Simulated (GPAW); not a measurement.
# What relaxation does to the transmission of 10 junctions

A junction put together from bond lengths is quick to compute. How far is its transmission from that of the relaxed structure, and is geometry or basis the larger error?

Set-up. Relaxation in the dzp basis, within the symmetry of the start (GPAW, PBE, forces under 0.05 eV/Å; an orbital basis tends to overbind), lead ends held. Transmission: GPAW 26.7.0 in a basis of numerical atomic orbitals with PAW setups; lead and junction are solved self-consistently in repeated cells 9 Å or more across, their Hamiltonian and overlap matrices go into Green's functions with semi-infinite leads (ASE), and T is the Landauer transmission at zero bias, at the junction cell's Fermi level, for one spin or as the mean of both where a run is spin-polarised.

Results:

| junction | largest move (Å) | T as built, dzp | T relaxed, dzp | T relaxed, sz |
| --- | --- | --- | --- | --- |
| Al chain with a Si atom bridging one bond | 1.19 | 1.5 | 1.06 | 1.06 |
| thiophene-2,5-dithiol between two Al chains | 0.57 | 0.43 | 0.212 | 0.155 |
| C7 chain between two Mo chains | 0.21 | 1.64 | 1.98 | 1.94 |
| CN in line between two Pb chains | 0.18 | 1.85 | 0.984 | 1.02 |
| H2 in line between two Cu chains | 0.14 | 0.751 | 0.664 | 0.757 |
| C2 in line between two Al chains | 0.08 | 1.76 | 1.63 | 1.63 |
| Ga chain with a Si atom bridging one bond | 0.07 | 0.964 | 1.21 | 1.26 |
| Pt chain with two P atoms in line | 0.06 | 2.34 | 2.06 | 2.26 |
| Ag chain with one C atom in line | 0.05 | 0.728 | 0.704 | 0.695 |
| Au chain with a B atom bridging one bond | 0.00 | 0.354 | 0.342 | 0.326 |

**Answer.** Relaxation raises T in 2 junctions, lowers it in 6 and leaves it within 5 % in 2. The largest change as a ratio is for thiophene-2,5-dithiol between two Al chains, from 0.43 to 0.212. Moves over 0.6 Å, in 1 junctions, go beyond an adjustment of bond lengths: chain atoms buckled, a molecule turned or bonds were remade. In 8 of 10 cases the geometry matters more than the step from dzp to the minimal basis. The link between the largest move and the size of the change (r = 0.48) is weak or rests on one or two junctions.

**Limits.** The cell length was held, so a junction may stay under tension or compression; the symmetry of the start was kept, and lower structures may exist. An evenly spaced straight chain is an idealisation of an electrode: free chains dimerise or zigzag, and their density of states has sharper edges than a bulk metal's. No run was spin-polarised, so magnetic states weren't tested. Spin-orbit coupling is left out, which matters for the heavier atoms here. Junctions whose dzp lead is shut at the Fermi level or whose end layer misses the lead by over 0.25 eV were left out, as were moves over 1.5 Å.
